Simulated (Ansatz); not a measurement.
# GeF2 (model cell, started as rutile): a soft mode frozen in, part 2 of 3

Wanted: the energy along a soft mode of GeF2 (model cell, started as rutile) and the structure at the end.

Ansatz 0.2.0; DFT PBE, scalar-relativistic, plane waves, PAW.

So far, highest frequency on the path or at a solved wavevector (cm⁻¹): step 2 (phonons on a q mesh) 390. Also lowest frequency on the path (cm⁻¹): step 2 -216.

The structure was built from a prototype and need not be the compound's stable phase.

## (5) Energy along the mode, all amplitudes (two of the runs are shown above)

An imaginary frequency means negative curvature, so the energy should fall and then rise again as anharmonic terms take over.

Numbers from this step:

* depth at the lowest point sampled: 63.01 meV/atom
* largest atomic shift at that point: 0.32 Å

The energy from the parent by largest atomic shift:

```csv
largest atomic shift (Å),energy from the parent (meV/atom)
0.000,0
0.040,-2.00
0.080,-7.76
0.140,-22.0
0.220,-45.4
0.320,-63.0
0.450,-17.3
0.600,222
```

Displacement at unit largest shift by atom:

| atom | x (Å) | y (Å) | z (Å) | size |
| --- | --- | --- | --- | --- |
| Ge1 | 0.00 | 0.00 | -0.49 | 0.49 |
| Ge2 | 0.00 | 0.00 | 0.49 | 0.49 |
| F3 | 0.00 | 0.00 | -1.00 | 1.00 |
| F4 | 0.00 | 0.00 | -1.00 | 1.00 |
| F5 | 0.00 | 0.00 | 1.00 | 1.00 |
| F6 | 0.00 | 0.00 | 1.00 | 1.00 |

The lowest of the steps tried is at 0.32 Å, 63.0 meV/atom below the parent; the bottom of the well need not coincide with a step.

## (6) Relaxation from the frozen mode

Starting from the lowest point found, all atoms and the cell are let go, so that strain and other modes of the same symmetry can join in.

input.yaml reads:

```yaml
crystal:
  lattice:
    - [5.2390464767, 0.0, 0.0]
    - [0.0, 5.2390464767, 0.0]
    - [0.0, 0.0, 3.5488479333]
  atoms:
    - { symbol: Ge, position: [0.0, 0.0, -0.0441754759] }
    - { symbol: Ge, position: [0.5, 0.5, 0.5441754759] }
    - { symbol: F, position: [0.3030272295, 0.3030272295, -0.0901701076] }
    - { symbol: F, position: [0.6969727705, 0.6969727705, -0.0901701076] }
    - { symbol: F, position: [0.8030272295, 0.1969727705, 0.5901701076] }
    - { symbol: F, position: [0.1969727705, 0.8030272295, 0.5901701076] }
kpoints:
  mp_grid: { grid: [4, 4, 8] }
hamiltonian:
  xc: pbe
scf:
  occupations: { method: fixed }
output:
  forces: true
  stress: true
  eigenvalues: true
relax:
  adjacent_minimum: "off"
  f_tol: 0.002
  max_steps: 120
  cell: { stress_tol: 0.03 }
```

On the command line:

```console
ansatz run input.yaml --threads 8 --pin off --max-ram 14336MiB --backend cpu --events-out ev --progress --plain --runs-dir out
```

Numbers of over 12 decimals in the logs are rounded to 6 here.

What it wrote:

```text
[...]
Crystal: 6 atoms, lattice volume = 97.407 Å³
Basis set: ecut = 420 eV, 1915 PW (Γ), exchange–correlation on 72×72×48 points (8 copies of the dense FFT grid, shifted against one another)
Bands: 34, of which v1, the nominal top of the filled ones, is band 28 counted from 1 (27 counted from 0)
Symmetry: 8 space group operations
[...]
k-points: 30 of 128 (time reversal used)
[...]
SCF iter   1: F=—  HF=-11824.377458 eV  |F-HF|=—  |Δ(HF+E_count)|=         —  Δρ=2.52e-3  dr2=1.88e-3  ethr=1.77e-3  ⟨swp⟩=4.3  Hψ=3604  notcnv=0  defer=110
[...]
SCF iter   7: F=-11824.377867 eV  HF=-11824.377867 eV  |F-HF|=4.16e-9  |Δ(HF+E_count)|=   6.12e-8  Δρ=4.62e-6  dr2=1.56e-8  ethr=1.79e-10  ⟨swp⟩=9.4  Hψ=4377  notcnv=0
SCF 1 converged in 7 iterations: F = -11824.377867 eV  dr2 = 1.56e-8
[...]
relax step   1: F+E_penalty+E_count = -11824.37786677 eV  Δ(F+E_penalty+E_count) = +0.000e0 eV  max|allowed force component| = 3.770e-2 eV/Å  Δτ_max = 0.0000 Å  P = +4.234 GPa  Ω = 97.407 Å³  (7 SCF iters, dr2 threshold 1.00e-7 eV, accepted)
Crystal: 6 atoms, lattice volume = 103.367 Å³
Basis set: ecut = 420 eV, 2045 PW (Γ), exchange–correlation on 72×72×48 points (8 copies of the dense FFT grid, shifted against one another)
[...]
iter 1 solved again at ethr=6.68e-5 eV; its pass at ethr=3.10e-3 eV (dr2=3.74e-2 eV) is discarded
[...]
SCF iter   7: F=-11824.533427 eV  HF=-11824.533427 eV  |F-HF|=1.47e-7  |Δ(HF+E_count)|=   1.11e-6  Δρ=7.48e-6  dr2=8.13e-8  ethr=1.07e-9  ⟨swp⟩=8.6  Hψ=4389  notcnv=0
SCF 2 converged in 7 iterations: F = -11824.533427 eV  dr2 = 8.13e-8
[...]
relax step   2: F+E_penalty+E_count = -11824.53342743 eV  Δ(F+E_penalty+E_count) = -1.556e-1 eV  max|allowed force component| = 1.973e-1 eV/Å  Δτ_max = 0.0286 Å  P = +0.553 GPa  Ω = 103.367 Å³  energy of the carried Pulay correction = -1.804e-2 eV  (7 SCF iters, dr2 threshold 6.00e-7 eV, accepted)
Crystal: 6 atoms, lattice volume = 106.854 Å³
Basis set: ecut = 420 eV, 2093 PW (Γ), exchange–correlation on 72×72×48 points (8 copies of the dense FFT grid, shifted against one another)
[...]
SCF iter   6: F=-11824.586861 eV  HF=-11824.586861 eV  |F-HF|=4.63e-8  |Δ(HF+E_count)|=   1.18e-6  Δρ=6.38e-6  dr2=4.51e-8  ethr=1.07e-9  ⟨swp⟩=9.0  Hψ=4480  notcnv=0
SCF 3 converged in 6 iterations: F = -11824.586861 eV  dr2 = 4.51e-8
relax step   3: F+E_penalty+E_count = -11824.58686085 eV  Δ(F+E_penalty+E_count) = -5.343e-2 eV  max|allowed force component| = 3.732e-1 eV/Å  Δτ_max = 0.0262 Å  P = -1.411 GPa  Ω = 106.854 Å³  energy of the carried Pulay correction = -2.810e-2 eV  (6 SCF iters, dr2 threshold 6.00e-7 eV, accepted)
[... from here on, the SCF cycles and remarks between the steps are left out ...]
relax step   4: F+E_penalty+E_count = -11824.61017875 eV  Δ(F+E_penalty+E_count) = -2.332e-2 eV  max|allowed force component| = 7.687e-2 eV/Å  Δτ_max = 0.0331 Å  P = -0.069 GPa  Ω = 106.479 Å³  energy of the carried Pulay correction = -2.704e-2 eV  (7 SCF iters, dr2 threshold 6.00e-7 eV, accepted)
relax step   5: F+E_penalty+E_count = -11824.61608700 eV  Δ(F+E_penalty+E_count) = -5.908e-3 eV  max|allowed force component| = 5.360e-2 eV/Å  Δτ_max = 0.0298 Å  P = +0.001 GPa  Ω = 105.879 Å³  energy of the carried Pulay correction = -2.532e-2 eV  (6 SCF iters, dr2 threshold 3.69e-7 eV, accepted)
relax step   6: F+E_penalty+E_count = -11824.61619838 eV  Δ(F+E_penalty+E_count) = -1.114e-4 eV  max|allowed force component| = 7.041e-3 eV/Å  Δτ_max = 0.0093 Å  P = +0.015 GPa  Ω = 106.186 Å³  energy of the carried Pulay correction = -2.620e-2 eV  (5 SCF iters, dr2 threshold 1.80e-7 eV, accepted)
relax step   7: F+E_penalty+E_count = -11824.61550237 eV  Δ(F+E_penalty+E_count) = +6.960e-4 eV  max|allowed force component| = 5.411e-3 eV/Å  Δτ_max = 0.0058 Å  P = -0.079 GPa  Ω = 106.455 Å³  energy of the carried Pulay correction = -2.697e-2 eV  (7 SCF iters, dr2 threshold 3.29e-9 eV, accepted)
relax step   8: F+E_penalty+E_count = -11824.61591475 eV  Δ(F+E_penalty+E_count) = -4.124e-4 eV  max|allowed force component| = 3.895e-4 eV/Å  Δτ_max = 0.0018 Å  P = +0.000 GPa  Ω = 106.329 Å³  energy of the carried Pulay correction = -2.661e-2 eV  (5 SCF iters, dr2 threshold 4.06e-8 eV, accepted)
relax step   9: F+E_penalty+E_count = -11824.72594804 eV  Δ(F+E_penalty+E_count) = -1.100e-1 eV  max|allowed force component| = 4.194e-3 eV/Å  Δτ_max = 0.0000 Å  P = +1.533 GPa  Ω = 106.329 Å³  stress off target by 3.40e0 GPa  SCF on the basis re-selected at this cell (its energy is not comparable with the rows above)  (9 SCF iters)
relax step  10: F+E_penalty+E_count = -11824.78432915 eV  Δ(F+E_penalty+E_count) = -5.838e-2 eV  max|allowed force component| = 1.424e-2 eV/Å  Δτ_max = 0.0232 Å  P = +0.911 GPa  Ω = 109.383 Å³  energy of the carried Pulay correction = -9.889e-3 eV  (7 SCF iters, dr2 threshold 6.00e-7 eV, accepted)
relax step  11: F+E_penalty+E_count = -11824.79155867 eV  Δ(F+E_penalty+E_count) = -7.230e-3 eV  max|allowed force component| = 3.377e-2 eV/Å  Δτ_max = 0.0216 Å  P = +0.245 GPa  Ω = 112.601 Å³  energy of the carried Pulay correction = -2.330e-2 eV  (6 SCF iters, dr2 threshold 6.00e-7 eV, accepted)
relax step  12: F+E_penalty+E_count = -11824.79271038 eV  Δ(F+E_penalty+E_count) = -1.152e-3 eV  max|allowed force component| = 2.447e-2 eV/Å  Δτ_max = 0.0104 Å  P = +0.106 GPa  Ω = 113.091 Å³  energy of the carried Pulay correction = -2.561e-2 eV  (5 SCF iters, dr2 threshold 4.86e-7 eV, accepted)
relax step  13: F+E_penalty+E_count = -11824.78821206 eV  Δ(F+E_penalty+E_count) = +4.498e-3 eV  max|allowed force component| = 1.259e-1 eV/Å  Δτ_max = 0.0120 Å  P = +0.346 GPa  Ω = 113.872 Å³  energy of the carried Pulay correction = -2.952e-2 eV  (7 SCF iters, dr2 threshold 5.30e-8 eV, rejected (line search))
relax step  14: F+E_penalty+E_count = -11824.79121039 eV  Δ(F+E_penalty+E_count) = +1.500e-3 eV  max|allowed force component| = 7.168e-3 eV/Å  Δτ_max = 0.0026 Å  P = +0.077 GPa  Ω = 113.475 Å³  energy of the carried Pulay correction = -2.750e-2 eV  (9 SCF iters, accepted)
relax step  15: F+E_penalty+E_count = -11824.78884174 eV  Δ(F+E_penalty+E_count) = +2.369e-3 eV  max|allowed force component| = 2.185e-3 eV/Å  Δτ_max = 0.0030 Å  P = -0.007 GPa  Ω = 113.972 Å³  energy of the carried Pulay correction = -3.003e-2 eV  (6 SCF iters, dr2 threshold 2.25e-8 eV, accepted)
[...]
relax step  27: F+E_penalty+E_count = -11824.89486949 eV  Δ(F+E_penalty+E_count) = -1.296e-2 eV  max|allowed force component| = 2.259e-3 eV/Å  Δτ_max = 0.0000 Å  P = +0.084 GPa  Ω = 121.923 Å³  stress off target by 3.20e-1 GPa  SCF on the basis re-selected at this cell (its energy is not comparable with the rows above)  (8 SCF iters)
relax step  28: F+E_penalty+E_count = -11824.89360759 eV  Δ(F+E_penalty+E_count) = +1.262e-3 eV  max|allowed force component| = 2.244e-2 eV/Å  Δτ_max = 0.0082 Å  P = +0.097 GPa  Ω = 123.322 Å³  energy of the carried Pulay correction = -3.693e-3 eV  (5 SCF iters, dr2 threshold 2.56e-7 eV, accepted)
relax step  29: F+E_penalty+E_count = -11824.89158540 eV  Δ(F+E_penalty+E_count) = +2.022e-3 eV  max|allowed force component| = 5.484e-2 eV/Å  Δτ_max = 0.0015 Å  P = -0.126 GPa  Ω = 124.073 Å³  energy of the carried Pulay correction = -5.836e-3 eV  (5 SCF iters, dr2 threshold 8.33e-8 eV, accepted)
relax step  30: F+E_penalty+E_count = -11824.89146297 eV  Δ(F+E_penalty+E_count) = +1.224e-4 eV  max|allowed force component| = 3.597e-3 eV/Å  Δτ_max = 0.0031 Å  P = +0.016 GPa  Ω = 124.204 Å³  energy of the carried Pulay correction = -6.221e-3 eV  (5 SCF iters, dr2 threshold 1.88e-7 eV, accepted)
relax step  31: F+E_penalty+E_count = -11824.89157184 eV  Δ(F+E_penalty+E_count) = -1.089e-4 eV  max|allowed force component| = 4.082e-4 eV/Å  Δτ_max = 0.0007 Å  P = +0.005 GPa  Ω = 124.170 Å³  energy of the carried Pulay correction = -6.119e-3 eV  (6 SCF iters, dr2 threshold 8.08e-10 eV, accepted)
relax step  32: F+E_penalty+E_count = -11824.89912197 eV  Δ(F+E_penalty+E_count) = -7.550e-3 eV  max|allowed force component| = 6.040e-4 eV/Å  Δτ_max = 0.0000 Å  P = +0.046 GPa  Ω = 124.170 Å³  stress off target by 1.72e-1 GPa  SCF on the basis re-selected at this cell (its energy is not comparable with the rows above)  (8 SCF iters)
relax step  33: F+E_penalty+E_count = -11824.89686290 eV  Δ(F+E_penalty+E_count) = +2.259e-3 eV  max|allowed force component| = 1.093e-3 eV/Å  Δτ_max = 0.0061 Å  P = +0.012 GPa  Ω = 125.441 Å³  energy of the carried Pulay correction = -3.243e-3 eV  (6 SCF iters, dr2 threshold 7.42e-8 eV, accepted)
relax step  34: F+E_penalty+E_count = -11824.89612410 eV  Δ(F+E_penalty+E_count) = +7.388e-4 eV  max|allowed force component| = 4.511e-3 eV/Å  Δτ_max = 0.0016 Å  P = -0.006 GPa  Ω = 125.730 Å³  energy of the carried Pulay correction = -4.021e-3 eV  (6 SCF iters, dr2 threshold 2.73e-9 eV, accepted)
relax step  35: F+E_penalty+E_count = -11824.89592892 eV  Δ(F+E_penalty+E_count) = +1.952e-4 eV  max|allowed force component| = 6.578e-4 eV/Å  Δτ_max = 0.0008 Å  P = +0.001 GPa  Ω = 125.802 Å³  energy of the carried Pulay correction = -4.220e-3 eV  (6 SCF iters, dr2 threshold 1.27e-9 eV, accepted)
relax step  36: F+E_penalty+E_count = -11824.90061699 eV  Δ(F+E_penalty+E_count) = -4.688e-3 eV  max|allowed force component| = 8.277e-4 eV/Å  Δτ_max = 0.0000 Å  P = +0.024 GPa  Ω = 125.802 Å³  stress off target by 9.87e-2 GPa  SCF on the basis re-selected at this cell (its energy is not comparable with the rows above)  (8 SCF iters)
relax step  37: F+E_penalty+E_count = -11824.89878770 eV  Δ(F+E_penalty+E_count) = +1.829e-3 eV  max|allowed force component| = 1.064e-3 eV/Å  Δτ_max = 0.0039 Å  P = +0.008 GPa  Ω = 126.678 Å³  energy of the carried Pulay correction = -2.198e-3 eV  (6 SCF iters, dr2 threshold 2.44e-8 eV, accepted)
relax step  38: F+E_penalty+E_count = -11824.89827941 eV  Δ(F+E_penalty+E_count) = +5.083e-4 eV  max|allowed force component| = 8.650e-5 eV/Å  Δτ_max = 0.0009 Å  P = -0.001 GPa  Ω = 126.877 Å³  energy of the carried Pulay correction = -2.718e-3 eV  (8 SCF iters, accepted)
relax step  39: F+E_penalty+E_count = -11824.90129122 eV  Δ(F+E_penalty+E_count) = -3.012e-3 eV  max|allowed force component| = 2.410e-4 eV/Å  Δτ_max = 0.0000 Å  P = +0.012 GPa  Ω = 126.877 Å³  stress off target by 5.78e-2 GPa  SCF on the basis re-selected at this cell (its energy is not comparable with the rows above)  (8 SCF iters)
relax step  40: F+E_penalty+E_count = -11824.89999684 eV  Δ(F+E_penalty+E_count) = +1.294e-3 eV  max|allowed force component| = 4.200e-5 eV/Å  Δτ_max = 0.0026 Å  P = +0.003 GPa  Ω = 127.469 Å³  energy of the carried Pulay correction = -1.439e-3 eV  (6 SCF iters, dr2 threshold 8.36e-9 eV, accepted)
relax step  41: F+E_penalty+E_count = -11824.89974694 eV  Δ(F+E_penalty+E_count) = +2.499e-4 eV  max|allowed force component| = 5.076e-5 eV/Å  Δτ_max = 0.0004 Å  P = +0.000 GPa  Ω = 127.570 Å³  energy of the carried Pulay correction = -1.692e-3 eV  (7 SCF iters, accepted)
relax step  42: F+E_penalty+E_count = -11824.90155785 eV  Δ(F+E_penalty+E_count) = -1.811e-3 eV  max|allowed force component| = 7.656e-5 eV/Å  Δτ_max = 0.0000 Å  P = +0.008 GPa  Ω = 127.570 Å³  stress off target by 3.63e-2 GPa  SCF on the basis re-selected at this cell (its energy is not comparable with the rows above)  (7 SCF iters)
relax step  43: F+E_penalty+E_count = -11824.90058691 eV  Δ(F+E_penalty+E_count) = +9.709e-4 eV  max|allowed force component| = 2.687e-4 eV/Å  Δτ_max = 0.0019 Å  P = +0.002 GPa  Ω = 127.995 Å³  energy of the carried Pulay correction = -1.031e-3 eV  (7 SCF iters, dr2 threshold 3.29e-9 eV, accepted)
[...]
SCF iter   8: F=-11824.901697 eV  HF=-11824.901697 eV  |F-HF|=0.00e0  |Δ(HF+E_count)|=  1.13e-10  Δρ=2.50e-8  dr2=5.58e-13  ethr=1.00e-12  ⟨swp⟩=12.8  Hψ=5797  notcnv=0
SCF 44 converged in 8 iterations: F = -11824.901697 eV  dr2 = 5.58e-13
relax step  44: F+E_penalty+E_count = -11824.90169672 eV  Δ(F+E_penalty+E_count) = -1.110e-3 eV  max|allowed force component| = 3.652e-4 eV/Å  Δτ_max = 0.0000 Å  P = +0.006 GPa  Ω = 127.995 Å³  stress off target by 2.49e-2 GPa  SCF on the basis re-selected at this cell (its energy is not comparable with the rows above)  (8 SCF iters)
[...]
SCF converged after 8 iterations
Free energy (F): -11824.901697 eV
[...]
Internal energy: -11824.901697 eV  (E = F + TS)
E sigma→0 (E₀):  -11824.901697 eV
Fermi energy:    0.627064 eV
[...]
--- Forces (eV/Å), atoms counted from 1 ---
  atom   1  Ge     0.00000000     0.00000000     0.00036519
  atom   2  Ge     0.00000000     0.00000000    -0.00036519
  atom   3  F     -0.00015258    -0.00015258     0.00025653
  atom   4  F      0.00015258     0.00015258     0.00025653
  atom   5  F     -0.00015258     0.00015258    -0.00025653
  atom   6  F      0.00015258    -0.00015258    -0.00025653
  max |Σ_I F_I| component: 1.21e-17 eV/Å
--- Stress (GPa, compression-positive) ---
       -0.003255      -0.000000       0.000000
       -0.000000      -0.003255      -0.000000
        0.000000      -0.000000       0.024856
  P = ⅓ Tr σ = 0.0061 GPa (0.061 kbar)
--- Band table (eV; the first three rows and the last of 30) ---
  k-point 0: bands = [... 24 lower, -1.9364, -1.7936, -1.7493, 0.6219, 5.5396, 5.5396, 6.8642, 7.6892, ... 2 higher]
  k-point 1: bands = [... 24 lower, -1.9380, -1.7961, -1.6465, 0.6258, 5.6172, 5.6172, 6.8270, 7.6437, ... 2 higher]
  k-point 2: bands = [... 24 lower, -1.9420, -1.8025, -1.4084, 0.6271, 5.8241, 5.8241, 6.7572, 7.5142, ... 2 higher]
  k-point 29: bands = [... 24 lower, -1.9069, -1.9069, -0.2063, -0.2063, 6.2077, 6.2077, 6.2894, 6.2894, ... 2 higher]
--- Relaxed structure (35 steps of the walk, 34 accepted, 9 SCFs on fresh bases) ---
  F+E_penalty+E_count = -11824.90169672 eV   max|allowed force component| = 3.652e-4 eV/Å   (the final SCF, on the basis selected at the relaxed cell)
  cell:  # Å, volume = 127.9953 Å³
    - [5.092078, 0, -5.277227588999319e-17]
    - [0, 5.092078, 0]
    - [-3.574711220078835e-17, 0, 4.936328]
  atoms:
    - { symbol: Ge, position: [8.54092337539865e-19, 0, -0.095598] }
    - { symbol: Ge, position: [0.5, 0.5, 0.595598] }
    - { symbol: F, position: [0.313574, 0.313574, -0.134667] }
    - { symbol: F, position: [0.686426, 0.686426, -0.134667] }
    - { symbol: F, position: [0.813574, 0.186426, 0.634667] }
    - { symbol: F, position: [0.186426, 0.813574, 0.634667] }
```

Elapsed: 68 s, on 8 threads of Arm Neoverse V2, shared host; peak memory 0.56 GiB.

Relaxation path (22 of 44):

```csv
step,energy less that of the first step (eV),largest force component (eV/Å),pressure (GPa),volume (Å³)
1,0.0000,0.0377,4.23,97.41
3,-0.2090,0.3732,-1.41,106.85
5,-0.2382,0.0536,0.00,105.88
7,-0.2376,0.0054,-0.08,106.45
9*,-0.3481,0.0042,1.53,106.33
11,-0.4137,0.0338,0.25,112.60
13,-0.4103,0.1259,0.35,113.87
15,-0.4110,0.0022,-0.01,113.97
17*,-0.4685,0.0032,0.43,113.97
19,-0.4800,0.0314,0.09,118.66
21,-0.4804,0.0001,0.00,118.58
24,-0.5000,0.0552,-0.04,122.62
26,-0.5040,0.0018,0.00,121.92
28,-0.5157,0.0224,0.10,123.32
30,-0.5136,0.0036,0.02,124.20
32*,-0.5213,0.0006,0.05,124.17
34,-0.5183,0.0045,-0.01,125.73
36*,-0.5228,0.0008,0.02,125.80
38,-0.5204,0.0001,0.00,126.88
40,-0.5221,0.0000,0.00,127.47
42*,-0.5237,0.0001,0.01,127.57
44*,-0.5238,0.0004,0.01,128.00
```

Relaxation steps marked * repeat the geometry before them on a plane-wave basis chosen anew for their cell, so energy and pressure can jump there. Other such steps can lie between the rows shown. Relaxation step 13 was tried and not accepted.

Forces are held to the 8 operations that the run works with; a distortion that breaks them can't arise in this run.

```
     cell as run  before  after   change
           a (Å)   5.239  5.092   -2.8 %
           b (Å)   5.239  5.092   -2.8 %
           c (Å)   3.549  4.936  +39.1 %
volume (Å³/atom)   16.23  21.33  +31.4 %
```

The atoms that moved most (Å, as changes of fractional coordinates times the final cell):

| atom | dx | dy | dz | length |
| --- | --- | --- | --- | --- |
| Ge1 | 0.000 | 0.000 | -0.254 | 0.254 |
| Ge2 | 0.000 | 0.000 | 0.254 | 0.254 |
| F6 | -0.054 | 0.054 | 0.220 | 0.232 |
| F3 | 0.054 | 0.054 | -0.220 | 0.232 |
| F5 | 0.054 | -0.054 | 0.220 | 0.232 |
| F4 | -0.054 | -0.054 | -0.220 | 0.232 |

The relaxed structure:

```xyz
6
Lattice="5.0921 0.0000 0.0000 0.0000 5.0921 0.0000 0.0000 0.0000 4.9363" Properties=species:S:1:pos:R:3 pbc="T T T"
Ge    0.0000    0.0000   -0.4719
Ge    2.5460    2.5460    2.9401
F     1.5967    1.5967   -0.6648
F     3.4953    3.4953   -0.6648
F     4.1428    0.9493    3.1329
F     0.9493    4.1428    3.1329
```

Numbers from this step:

```
pressure          : 0.006116 GPa
gap on the k-mesh : 4.437 eV
volume per atom   : 21.33 Å³
```

The distorted start has space group P-42_1m; the relaxation ends in P-42_1m.

[end of part 2 of 3]

[Logs are printed without paths, hosts, clocks, repeated set-up lines and the standing remarks that a program may print on its own settings, such as how far it seeks lower states.]

[Hosts, paths, dates, database ids (printed as entryN), source tags and the programs' standing remarks are cut or masked in the printed files.]
